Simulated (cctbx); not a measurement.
## Resonant diffraction in TmCr2Ge2C

Space group P4/mmm (no. 123), a = 4.0290 Å, b = 4.0290 Å, c = 5.4600 Å, α = 90.00°, β = 90.00°, γ = 90.00°.

```
atom  mult.    x    y       z  Ueq (Å²)
 Tm1      1    0    0       0    0.0033
 Ge1      2  1/2  1/2  0.2371    0.0134
 Cr1      2  1/2    0     1/2    0.0052
  C1      1    0    0     1/2    0.0075
```

The model was made for the exercise: a known structure type with other elements put in, its volume estimated, not relaxed; displacement parameters are assumed.

Calculated with cctbx: free-atom f′ and f″ from the Sasaki tables, no fine structure; amplitudes in electrons.

| E (eV) | F 1 1 2 | F 2 0 1 | F 1 2 1 | F 1 1 0 |
| --- | --- | --- | --- | --- |
| 10503 | 21.9 | 18.3 | 41.6 | 66.5 |
| 10853 | 19.4 | 18.9 | 42.5 | 65.8 |
| 10983 | 17.8 | 19.0 | 42.9 | 64.7 |
| 11043 | 16.5 | 19.0 | 43.1 | 63.5 |
| 11073 | 15.3 | 18.9 | 43.2 | 62.2 |
| 11088 | 14.1 | 18.8 | 43.3 | 60.8 |
| 11095 | 13.1 | 18.8 | 43.4 | 59.7 |
| 11099 | 12.1 | 18.7 | 43.5 | 58.4 |
| 11107 | 9.1 | 18.8 | 43.5 | 59.0 |
| 11111 | 10.7 | 19.0 | 43.4 | 60.6 |
| 11118 | 12.0 | 19.1 | 43.3 | 62.0 |
| 11133 | 13.4 | 19.2 | 43.2 | 63.5 |
| 11163 | 14.8 | 19.3 | 43.1 | 65.0 |
| 11253 | 16.5 | 19.6 | 43.1 | 67.0 |
| 11503 | 18.3 | 20.0 | 43.3 | 69.5 |

**Question.** Which edge is crossed, and why do the reflections move as they do?

The K edge of Ge. The edge is at 11103 eV. f′ of Ge falls from -4.1 e at 10983 eV to -7.5 e at 4 eV below it, and f″ steps from 0.49 to 3.88 e across it. Over that approach |F| changes by -32 % (1 1 2), -2 % (2 0 1), +1 % (1 2 1) and -10 % (1 1 0): a reflection falls where Ge scatters in phase with the total and rises where it scatters against it; it hardly moves where the Ge term is small or cancels by symmetry. Above the edge the larger f″ enters the imaginary part, where it can add to or cancel the other atoms' f″. The structure is centrosymmetric, so Friedel mates stay equal.

[Logs are printed without paths, hosts, clocks, repeated set-up lines and the standing remarks that a program may print on its own settings, such as how far it seeks lower states.]
